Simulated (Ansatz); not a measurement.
# What Hf (Im-3m, 1 atom in the cell) distorts into

Which phase does Hf (Im-3m, 1 atom in the cell) fall into along its unstable mode, and how much energy does it gain?

Calculated with Ansatz 0.2.0; DFT PBEsol, scalar-relativistic, plane waves, PAW; PAW set soft_1.

This is not the structure that Hf takes at ambient pressure (hexagonal, No. 194); it is a model or a phase of other conditions.

### Step 1. Set-up

Symmetry: Im-3m, No. 229, cubic system. The conventional cell has a = 3.489 Å, b = 3.489 Å, c = 3.489 Å, α = 90.00°, β = 90.00°, γ = 90.00°. Nearest to Hf lie 8 Hf at 3.02 Å.

### Step 2. Phonons on a q mesh

Stability and thermal properties need the whole zone. Linear response on a 4×4×4 q mesh gives force constants as far as a supercell of that size would.

input.yaml

```yaml
crystal:
  lattice:
    - [-1.7446091036, 1.7446091036, 1.7446091036]
    - [1.7446091036, -1.7446091036, 1.7446091036]
    - [1.7446091036, 1.7446091036, -1.7446091036]
  atoms:
    - { symbol: Hf, position: [0.0, 0.0, 0.0] }
kpoints:
  mp_grid: { grid: [16, 16, 16] }
hamiltonian:
  xc: pbesol
  pseudopotentials: { kind: paw, azcp: { folder: soft_1 }, xc_functional: pbe }
scf:
  occupations: { method: methfessel_paxton, width: 0.2 }
output:
  eigenvalues: true
phonons:
  method: dfpt
  qmesh: [4, 4, 4]
  temperatures: { t_max: 1000, t_step: 50 }
  qpath:
    path:
      - [[0.0, 0.0, 0.0], [0.5, -0.5, 0.5], [0.0, 0.0, 0.5], [0.0, 0.0, 0.0], [0.25, 0.25, 0.25], [0.5, -0.5, 0.5]]
      - [[0.25, 0.25, 0.25], [0.0, 0.0, 0.5]]
    npoints: 10
```

On the command line:

```console
$ ansatz run input.yaml --threads 4 --pin off --max-ram 10240MiB --backend cpu --events-out ev --progress --plain --runs-dir out
```

What it wrote:

```text
Engine: ansatz 0.2.0, aarch64-unknown-linux-gnu
Pseudopotentials: kind: paw
Pseudopotential: Hf, paw, valence charge 26, recommended cutoff 420 eV (normal), soft_1/Hf.paw.azcp
Functional definition: PBEsol
  exchange = pbesol_x
  correlation = pbesol_c
Crystal: 1 atoms, lattice volume = 21.240 Å³
Basis set: ecut = 420 eV, 381 PW (Γ), exchange–correlation on 48×48×48 points (8 copies of the dense FFT grid, shifted against one another)
Bands: 17, of which v1, the nominal top of the filled ones, is band 13 counted from 1 (12 counted from 0)
Symmetry: 48 space group operations
k-points: 145 of 4096
Non-local potential: Hf, projectors of the file, l = 0: 3, l = 1: 2, l = 2: 2, l = 3: 3
PAW form: soft (Blöchl's): semilocal exchange-correlation on the pseudo side does not see the compensation charge
PAW frozen core: Hf, regenerated for the run's functional, and the local potential with it (the file was generated under x = pbe(κ = 0.804, μ = 0.219515), c = pbe(β = 0.066725))
PAW one-centre angular grid: Hf, 590 points (default); XC on 64 Gauss nodes
Initial density: superposition of atomic densities (chi_scale 0.1, normalization cell)
Initial wavefunctions: pseudopotential atomic-orbital guess
Functional: x = pbesol(κ = 0.804, μ = 0.123457), c = pbesol(β = 0.046)
SCF iter   1: F=—  HF=-15598.737936 eV  |F-HF|=—  |Δ(HF+E_count)|=         —  Δρ=3.09e-2  dr2=2.58e-1  ethr=3.10e-3  ⟨swp⟩=5.1  Hψ=11043  notcnv=0
preconditioner: auto → Kerker (q_TF=auto, 2.822 Å⁻¹)  [metal: Δε(μ)=0.050 eV  Ē_g=17.905 eV  σ=0.200 eV  W_gap=0.20  n_scr=12 (ndim 8)  ℏωp=39.5 eV  f_vac=0.000  D(μ)=1.53/eV (n_scr^D=18)]
SCF iter   2: F=—  HF=-15598.675415 eV  |F-HF|=—  |Δ(HF+E_count)|=   6.25e-2  S|Δr|=    0.00e0  Δρ=1.83e-2  dr2=9.20e-2  ethr=9.94e-4  ⟨swp⟩=2.9  Hψ=5126  notcnv=0
SCF iter   3: F=—  HF=-15598.651577 eV  |F-HF|=—  |Δ(HF+E_count)|=   2.38e-2  S|Δr|=    0.00e0  Δρ=8.69e-3  dr2=2.03e-2  ethr=3.54e-4  ⟨swp⟩=2.0  Hψ=4056  notcnv=0  defer=10
SCF iter   4: F=—  HF=-15598.636306 eV  |F-HF|=—  |Δ(HF+E_count)|=   1.53e-2  S|Δr|=    0.00e0  Δρ=2.94e-3  dr2=8.48e-4  ethr=7.80e-5  ⟨swp⟩=2.0  Hψ=4367  notcnv=0  defer=10
SCF iter   5: F=—  HF=-15598.636990 eV  |F-HF|=—  |Δ(HF+E_count)|=   6.84e-4  S|Δr|=    0.00e0  Δρ=5.31e-4  dr2=6.51e-5  ethr=3.26e-6  ⟨swp⟩=2.1  Hψ=3433  notcnv=0  defer=10
SCF iter   6: F=—  HF=-15598.637055 eV  |F-HF|=—  |Δ(HF+E_count)|=   6.49e-5  S|Δr|=    0.00e0  Δρ=1.08e-4  dr2=1.24e-6  ethr=2.50e-7  ⟨swp⟩=2.2  Hψ=4377  notcnv=0  defer=10
SCF iter   7: F=—  HF=-15598.637054 eV  |F-HF|=—  |Δ(HF+E_count)|=   1.08e-6  S|Δr|=    0.00e0  Δρ=2.12e-5  dr2=5.80e-8  ethr=4.78e-9  ⟨swp⟩=2.7  Hψ=4505  notcnv=0  defer=10
SCF iter   8: F=—  HF=-15598.637054 eV  |F-HF|=—  |Δ(HF+E_count)|=   5.68e-9  S|Δr|=    0.00e0  Δρ=3.41e-6  dr2=1.65e-9  ethr=2.23e-10  ⟨swp⟩=2.6  Hψ=4333  notcnv=0  defer=10
SCF iter   9: F=—  HF=-15598.637054 eV  |F-HF|=—  |Δ(HF+E_count)|=  9.09e-12  S|Δr|=    0.00e0  Δρ=5.18e-7  dr2=3.00e-11  ethr=6.33e-12  ⟨swp⟩=2.3  Hψ=4318  notcnv=0  defer=10
SCF iter  10: F=-15598.637054 eV  HF=-15598.637054 eV  |F-HF|=0.00e0  |Δ(HF+E_count)|=  1.46e-11  S|Δr|=    0.00e0  Δρ=4.10e-8  dr2=1.57e-13  ethr=1.00e-12  ⟨swp⟩=7.1  Hψ=13142  notcnv=0
SCF 1 converged in 10 iterations: F = -15598.637054 eV  dr2 = 1.57e-13
  greatest PAW one-centre occupation: 0.998 electrons in one spin orbital (limit 2), on the Hf atom at site 0 (counted from 0), in its partial waves of l = 0
NSCF: frozen V_eff on 145 k-points
NSCF: frozen V_eff on 349 k-points
DFPT response loops at q = (0, 0, 0) (fractional): preconditioner auto → Kerker (q_TF=auto, 2.822 Å⁻¹) (partly filled bands, converged f_vac=0.000); β = 1.00, the filter's whole step (`scf.mixing.beta` (0.50) is not read by the response loops under this deck's `scf.mixing.preconditioner`; to damp them name `kerker` or `kerker_dos`, under which they read `scf.mixing.beta`, and type it under 1.00, their step now; both keys bind the ground state too); Broyden in place of MSR1
NSCF: frozen V_eff on 4352 k-points
DFPT response loops at q = (0, 0, 0.25) (fractional): mixed as the last ones told, above
NSCF: frozen V_eff on 2196 k-points
DFPT response loops at q = (0, 0, -0.5) (fractional): mixed as the last ones told, above
NSCF: frozen V_eff on 8192 k-points
DFPT response loops at q = (0, 0.25, 0.25) (fractional): mixed as the last ones told, above
NSCF: frozen V_eff on 1178 k-points
DFPT response loops at q = (0.25, 0.25, 0.25) (fractional): mixed as the last ones told, above
NSCF: frozen V_eff on 2320 k-points
DFPT response loops at q = (0.25, 0.25, -0.25) (fractional): mixed as the last ones told, above
NSCF: frozen V_eff on 4352 k-points
DFPT response loops at q = (0.25, -0.5, -0.5) (fractional): mixed as the last ones told, above
NSCF: frozen V_eff on 698 k-points
DFPT response loops at q = (-0.5, -0.5, -0.5) (fractional): mixed as the last ones told, above
SCF converged after 10 iterations
Stability not checked: this state was not tested for a lower state beside it, because cold or Methfessel-Paxton smearing, or corrected tetrahedra, fill the levels in a way that the test cannot read (fill_not_monotonic; see scf.lower_state_search)
Free energy (F): -15598.637054 eV
Harris-Foulkes:  -15598.637054 eV  (|F-HF|=0.00e0)
Internal energy: -15598.640534 eV  (E = F + TS)
E sigma→0 (E₀):  -15598.637924 eV
Entropy (-TS):   0.003481 eV (3.481 meV/atom)
Fermi energy:    18.708085 eV
--- Per-component energies (eV) ---
  E_band       = 18.212237
  E_kinetic    = 411.596606
  E_local      = -6176.091117  (includes V_loc(G=0)·N_el)
  E_nonlocal   = 64.132791
  E_hartree    = 3017.138693
  E_xc         = -265.179447
  E_vxc        = -255.357734  (∫ρ·V_xc dr)
  E_paw        = -7575.154083  (= ΣΔE_a)
  E_vpaw       = -60.345782  (= ΣTr[D̂ρ^β])
  E_aug_tail   = 0.000098  (compensation charges beyond the density's cutoff)
  E_ewald      = -5076.335130
  E_core_change = 1.251056  (= ΣΔE_core)
  E_smearing   = 0.003481  (= −TS)
  E_closure    = 0.000000  (closes the sum)
  Σ components = -15598.637054   (vs F -15598.637054, Δ=0.00e0)
--- Band table (eV; the first three rows and the last of 145) ---
  k-point 0: bands = [... 9 lower, 7.4579, 7.4941, 11.5045, 20.2434, 20.2434, 20.2434, 23.1905, 23.1905]
  k-point 1: bands = [... 9 lower, 7.4571, 7.4909, 11.6588, 20.1346, 20.2043, 20.3976, 23.0098, 23.1890]
  k-point 2: bands = [... 9 lower, 7.4549, 7.4832, 12.1040, 19.8424, 20.0346, 20.8540, 22.6809, 23.1973]
  k-point 144: bands = [... 9 lower, 7.4685, 7.4685, 15.9036, 15.9036, 25.8740, 25.8740, 25.8740, 26.3590]
--- Phonons (Γ-DFPT): 1 representative perturbation + reference (Σ response iterations 3) ---
  ASR residual: 7.829e-6 → 0.000e0 eV/Å²; symmetrization residual: 1.091e-11 eV/Å²
  ASR residual per site (eV/Å²): 7.83e-6
  Γ frequencies (cm⁻¹): 0.00 0.00 0.00
--- Phonons (arbitrary-q DFPT): 8 irreducible q on the 4×4×4 mesh ---
  q = [0.0000, 0.0000, 0.0000] (star 1, of the zone-centre solve; hermiticity 1.54e-7, symmetrization 1.39e-6): -0.00 -0.00 0.00
  q = [0.0000, 0.0000, 0.2500] (star 12, 2 solved perturbations in 3336 linear systems a pass and spin channel, the states on 2176 of 4096 k-point pairs; hermiticity 2.61e-13, symmetrization 7.02e-12): -45.89 56.50 93.53
  q = [0.0000, 0.0000, -0.5000] (star 6, 2 solved perturbations in 1719 linear systems a pass and spin channel, the states on 1098 of 4096 k-point pairs; hermiticity 2.37e-13, symmetrization 1.23e-12): -87.56 88.61 96.36
  q = [0.0000, 0.2500, 0.2500] (star 24, 2 solved perturbations in 6272 linear systems a pass and spin channel, the states on 4096 of 4096 k-point pairs; hermiticity 8.28e-7, symmetrization 1.75e-12): -54.14 54.82 110.77
  q = [0.2500, 0.2500, 0.2500] (star 2, 1 solved perturbation on 589 of 4096 k-point pairs; hermiticity 5.72e-12, symmetrization 1.07e-11): -36.33 -36.33 -36.33
  q = [0.2500, 0.2500, -0.2500] (star 6, 2 solved perturbations in 1808 linear systems a pass and spin channel, the states on 1160 of 4096 k-point pairs; hermiticity 2.08e-13, symmetrization 7.66e-13): 73.59 91.97 91.97
  q = [0.2500, -0.5000, -0.5000] (star 12, 2 solved perturbations in 3336 linear systems a pass and spin channel, the states on 2176 of 4096 k-point pairs; hermiticity 1.00e-12, symmetrization 1.76e-12): 96.58 117.47 119.17
  q = [-0.5000, -0.5000, -0.5000] (star 1, 1 solved perturbation on 349 of 4096 k-point pairs; hermiticity 9.61e-14, symmetrization 7.79e-13): 138.32 138.32 138.32
  sum rule: each row above includes the acoustic sum rule's correction from the zone centre's row sums; it moved no ω² by more than (0.11 cm⁻¹)²
  mesh force constants: q→R imaginary residual 0.00e0; ASR residual 7.829e-6 → 0.000e0 eV/Å²; symmetrization residual 1.110e-15 eV/Å²
  interpolated dispersion: 62 rows × 3 modes
  density of states and harmonic sums: on the 28×28×28 q-mesh, interpolated from the force constants of a 4×4×4 supercell (no non-analytic term)
  largest difference from the sums on the solved wave vectors: F 3.79e-2 eV, S 4.75e-5 and C_V 9.84e-6 eV/K
  zero-point energy: 0.012496 eV/cell   skipped modes (ω ≤ 0): 421, of them read as no rigid motion or as one in doubt: 418 (6.849e-1 modes/cell left out, lowest -87.87 cm⁻¹)   left out of the sums: 2.28e-1 of the cell's modes: C_V's classical limit lies that fraction below 3 k_B per atom; for a crystal, a wire or a layer, F and S can be off by more, and a phonons.interpolated_qmesh denser along its periods is the remedy for the sampling
```

Run time: 2.7 min. Hardware: 4 threads of Arm Neoverse V2, shared host; peak memory 3.9 GiB; 10 min of CPU time.

The column dr2 measures how far the density is from self-consistency, as an energy; F and HF (Harris–Foulkes) agree once it is small.

Read from the output:

```
volume per atom                                       : 21.24 Å³
gap on the k-mesh                                     : 0 eV
sum-rule residual before enforcement                  : 7.83e-6 eV/Å²
lowest frequency on the path                          : -87.86 cm⁻¹
highest frequency on path, mesh or solved points      : 138.3 cm⁻¹
lowest mode on the q mesh (acoustic modes at Γ apart) : -87.56 cm⁻¹
```

Frequencies (cm⁻¹) solved at each irreducible wavevector; negative means imaginary. Frequencies by wavevector, by row:

```csv
q in reciprocal lattice units,star,mode 1,mode 2,mode 3
0 0 0,1,0,0,0
0 0 0.25,12,-45.9,56.5,93.5
0 0 -0.5,6,-87.6,88.6,96.4
0 0.25 0.25,24,-54.1,54.8,110.8
0.25 0.25 0.25,2,-36.3,-36.3,-36.3
0.25 0.25 -0.25,6,73.6,92,92
0.25 -0.5 -0.5,12,96.6,117.5,119.2
-0.5 -0.5 -0.5,1,138.3,138.3,138.3
```

Interpolated from a 4×4×4 q mesh. Phonon branches along the path, in cm⁻¹:

```
    point  branch 1  branch 2  branch 3
        Γ         0         0         0
  halfway        74        92        92
        H       138       138       138
  halfway        97       118       119
        N       -88        89        96
  halfway       -46        56        94
        Γ         0         0         0
  halfway       -44       -44       118
        P       -36       -36       -36
  halfway        79       107       107
        H       138       138       138
jump to P       -36       -36       -36
  halfway       -86        65        86
        N       -88        89        96
```

The phonon branches as a text plot (rows in cm⁻¹):

```
    134 |         ******                                ***
    124 |        **    **                   *          *
    115 |        *      ***                * *        *
    105 |       *         **              *          **
     96 |     **         * *******            *     *         ***
     86 |       *           ****  *      *                     **
     77 |    ***                *                  * *       **
     68 |    *            *        *                        *
     58 |   *                    *      *      *  *
     49 |  *                      * *                        *
     39 |                          *                *
     30 | **                           *         *         **
     20 | *                         **
     11 |                            *
      2 |*                            ***
     -8 |                            *
    -17 |                           *    *
    -27 |                          *      *
    -36 |                         *             *          *
    -45 |                        *         *       *
    -55 |                                   *  *           *
    -64 |                  *                 **  **
    -74 |                       *                           *
    -83 |                   ****                             ****
         Γ           H       N        Γ         P        H|P    N
```

Symmetry leaves 8 wavevectors to solve. The lowest mode among them, the acoustic zeros apart, lies at q = (0, 0, -0.5) and is imaginary, 87.6i cm⁻¹, so the energy falls along it.

### Step 3. The mode frozen in, largest atomic shift 0 Å

The mode followed lies at q = (0, 0.25, 0.25) with frequency 54.1i cm⁻¹, one of the unstable modes though not the softest. At small amplitude the pattern taken leaves space group no. 11 by a symmetry search on the positions. The undistorted cell that holds it gives the zero of energy on the same k mesh.

System of this step: Hf. It takes space group Im-3m (No. 229, cubic). Conventional cell: a = 3.489 Å, b = 3.489 Å, c = 3.489 Å, α = 90.00°, β = 90.00°, γ = 90.00°. Nearest to Hf lie 8 Hf at 3.02 Å.

input.yaml, the sections that differ from step 2:

```yaml
crystal:
  lattice:
    - [-1.7446091036, 1.7446091036, 1.7446091036]
    - [0.0, -3.4892182072, 3.4892182072]
    - [5.2338273108, 1.7446091036, 1.7446091036]
  atoms:
    - { symbol: Hf, position: [0.0, 0.0, 0.0] }
    - { symbol: Hf, position: [0.75, 0.5, 0.25] }
    - { symbol: Hf, position: [0.5, 0.0, 0.5] }
    - { symbol: Hf, position: [0.25, 0.5, 0.75] }
kpoints:
  mp_grid: { grid: [14, 8, 8] }
output:
  forces: true
  stress: true
  eigenvalues: true
# hamiltonian, scf: as in step 2
# phonons: removed
```

What it wrote:

```text
[...]
Crystal: 4 atoms, lattice volume = 84.960 Å³
Basis set: ecut = 420 eV, 1637 PW (Γ), exchange–correlation on 48×72×80 points (8 copies of the dense FFT grid, shifted against one another)
Bands: 63, of which v1, the nominal top of the filled ones, is band 52 counted from 1 (51 counted from 0)
Symmetry: 16 space group operations
[...]
k-points: 290 of 896
[...]
k-point 0: bands = [... 48 lower, 17.9700, 17.9700, 18.0989, 18.6967, 18.6967, 20.0085, 20.2432, 20.2433, ... 7 higher]
  k-point 1: bands = [... 48 lower, 17.9284, 18.1150, 18.1555, 18.6151, 18.7306, 19.8624, 20.1764, 20.1968, ... 7 higher]
  k-point 2: bands = [... 48 lower, 18.0313, 18.1416, 18.3752, 18.4714, 18.8373, 19.4982, 19.9785, 20.0421, ... 7 higher]
  k-point 289: bands = [... 48 lower, 17.4667, 17.4667, 18.0980, 18.0980, 20.0093, 20.0093, 20.4460, 20.4460, ... 7 higher]
[key lines of the parts left out:]
SCF converged after 8 iterations
Free energy (F): -62394.545090 eV
Fermi energy:    18.697143 eV
P = ⅓ Tr σ = 0.0516 GPa (0.516 kbar)
```

Elapsed: 20 s, on 4 threads; peak memory 1.2 GiB.

Numbers from this step:

| Quantity | Value |
| --- | --- |
| pressure | 0.05157 GPa |
| energy from the undistorted cell | 0 meV/atom |

The run ends at a pressure of 0.05 GPa.

### Step 4. The mode frozen in, largest atomic shift 0.22 Å

The atoms are moved along the unstable eigenvector, the largest shift by 0.22 Å, with the cell fixed.

input.yaml, the sections that differ from step 3:

```yaml
crystal:
  lattice:
    - [-1.7446091036, 1.7446091036, 1.7446091036]
    - [0.0, -3.4892182072, 3.4892182072]
    - [5.2338273108, 1.7446091036, 1.7446091036]
  atoms:
    - { symbol: Hf, position: [0.0645982296, 0.0, -0.0126218219] }
    - { symbol: Hf, position: [0.6854017704, 0.5, 0.2626218219] }
    - { symbol: Hf, position: [0.4354017704, 0.0, 0.5126218219] }
    - { symbol: Hf, position: [0.3145982296, 0.5, 0.7373781781] }
# kpoints, hamiltonian, scf, output: as in step 3
```

What it wrote:

```text
[...]
Crystal: 4 atoms, lattice volume = 84.960 Å³
Basis set: ecut = 420 eV, 1637 PW (Γ), exchange–correlation on 48×72×80 points (8 copies of the dense FFT grid, shifted against one another)
Bands: 63, of which v1, the nominal top of the filled ones, is band 52 counted from 1 (51 counted from 0)
Symmetry: 4 space group operations
[...]
k-points: 290 of 896
[...]
k-point 0: bands = [... 48 lower, 17.9464, 17.9560, 18.3444, 18.5064, 18.8877, 19.9593, 20.0198, 20.5249, ... 7 higher]
  k-point 1: bands = [... 48 lower, 17.9185, 18.1267, 18.3391, 18.5770, 18.8027, 19.8735, 19.8865, 20.4475, ... 7 higher]
  k-point 2: bands = [... 48 lower, 18.0276, 18.3611, 18.4186, 18.4333, 18.8193, 19.5119, 19.7176, 20.2191, ... 7 higher]
  k-point 289: bands = [... 48 lower, 17.3207, 17.3207, 18.2306, 18.2306, 19.4568, 19.4568, 20.5471, 20.5471, ... 7 higher]
[key lines of the parts left out:]
SCF converged after 10 iterations
Free energy (F): -62394.647989 eV
Fermi energy:    18.751120 eV
P = ⅓ Tr σ = 1.2562 GPa (12.562 kbar)
```

Elapsed: 21 s, on 4 threads; peak memory 1.2 GiB.

This step gave:

| Item | Value |
| --- | --- |
| pressure | 1.256 GPa |
| energy from the undistorted cell | -25.65 meV/atom |

The energy, extrapolated to zero smearing, is -25.65 meV/atom against the undistorted cell.

The run ends at a pressure of 1.26 GPa, with forces up to 0.47 eV/Å.

### Step 5. Energy along the mode, all amplitudes (two of the runs are shown above)

An imaginary frequency means negative curvature, so the energy should fall and then rise again as anharmonic terms take over.

This step gave:

```
depth at the lowest point sampled  : 25.65 meV/atom
largest atomic shift at that point : 0.22 Å
```

Energy from the parent against largest atomic shift:

```
largest atomic shift (Å)  energy from the parent (meV/atom)
                   0.000                                  0
                   0.040                              -1.57
                   0.080                              -5.82
                   0.140                              -15.5
                   0.220                              -25.6
                   0.320                              -5.52
                   0.450                               95.5
```

Displacement at unit largest shift by atom:

```
atom  x (Å)  y (Å)  z (Å)  size
 Hf1  -0.81   0.41   0.41  1.00
 Hf2   0.81  -0.41  -0.41  1.00
 Hf3   0.81  -0.41  -0.41  1.00
 Hf4  -0.81   0.41   0.41  1.00
```

The lowest step is at 0.22 Å, 25.6 meV/atom below the parent, and the energy rises beyond it.

(Continued in part 2 of 2.)

[Long decimals in the printed logs are rounded to 6 places.]

[Logs are printed without paths, hosts, clocks, repeated set-up lines and the standing remarks that a program may print on its own settings, such as how far it seeks lower states.]

[Hosts, paths, dates, database ids (printed as entryN), source tags and the programs' standing remarks are cut or masked in the printed files.]

[Where the starting crystal was built by hand or by swapping elements, it need not be the compound's stable phase.]
